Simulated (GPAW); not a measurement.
The Mg K edge of atom 2 in CsMgF3 (Pm-3m), with 6 F at 2.13 Å (octahedral, site symmetry m-3m), was computed in 2 ways: full core hole (charged cell) and no core hole. Program and functional: GPAW, LDA, Gaussian full width 0.9 eV up to 4 eV, rising linearly to 3.5 eV at 25 eV; cells of 5 and 20 atoms (the run without a hole in the smaller).

Each run is counted from its own lowest empty level or Fermi level and scaled to a mean of 1 over its first 20 eV.

```
E (eV)  run 1  run 2
  -2.0   0.00   0.00
  -1.0   0.00   0.00
   0.0   0.00   0.00
   1.0   0.00   0.03
   2.0   0.01   0.22
   3.0   1.91   0.46
   4.0   3.91   0.71
   5.0   1.51   0.76
   6.0   1.38   0.57
   7.0   1.77   1.16
   8.0   1.63   2.26
   9.0   1.47   1.87
  10.0   0.92   1.72
  11.0   0.64   1.56
  12.0   0.50   1.28
  13.0   0.32   1.10
  14.0   0.51   0.91
  15.0   0.78   0.84
  16.0   0.76   0.99
  17.0   0.62   1.05
  18.0   0.56   0.99
  19.0   0.53   0.96
  20.0   0.43   0.87
  21.0   0.32   0.65
  22.0   0.28   0.42
  23.0   0.34   0.36
  24.0   0.46   0.48
  25.0   0.55   0.67
  26.0   0.55   0.75
  27.0   0.48   0.71
  28.0   0.38   0.61
  29.0   0.30   0.51
  30.0   0.26   0.43
  31.0   0.27   0.39
  32.0   0.32   0.39
```

Q: Which run is which?

Run 1: full core hole (charged cell) (area from −2 to 6 eV 8.0, main maxima 3.7 eV (4.26), 7.2 eV (1.78) and 15.4 eV (0.80)). Run 2: no core hole (area from −2 to 6 eV 2.5, main maxima 2.6 eV (0.52), 3.7 eV (0.85), 5.2 eV (0.83), 8.1 eV (2.28) and 16.9 eV (1.05)). With each curve scaled to its own mean, the area from −2 to 6 eV with the hole is 8.0 against 2.5, and the centre of weight from −1 to 20 eV moves by -2.7 eV: the hole pulls the absorber's empty states down.

[Banner, clock and machine lines of the logs are left out without a mark of their own.]

[Logs are printed without paths, hosts, clocks, repeated set-up lines and the standing remarks that a program may print on its own settings, such as how far it seeks lower states.]

[Hosts, paths, dates, database ids (printed as entryN), source tags and the programs' standing remarks are cut or masked in the printed files.]

[Lists of maxima count a maximum above −3 eV only where it reaches 4 % of the highest in the window and stands out from its surroundings by 2 % of it (1.5 % where it reaches 55 %); shoulders and weaker maxima are passed over, and of the rest the first, up to two pre-edge ones and the few strongest are named.]
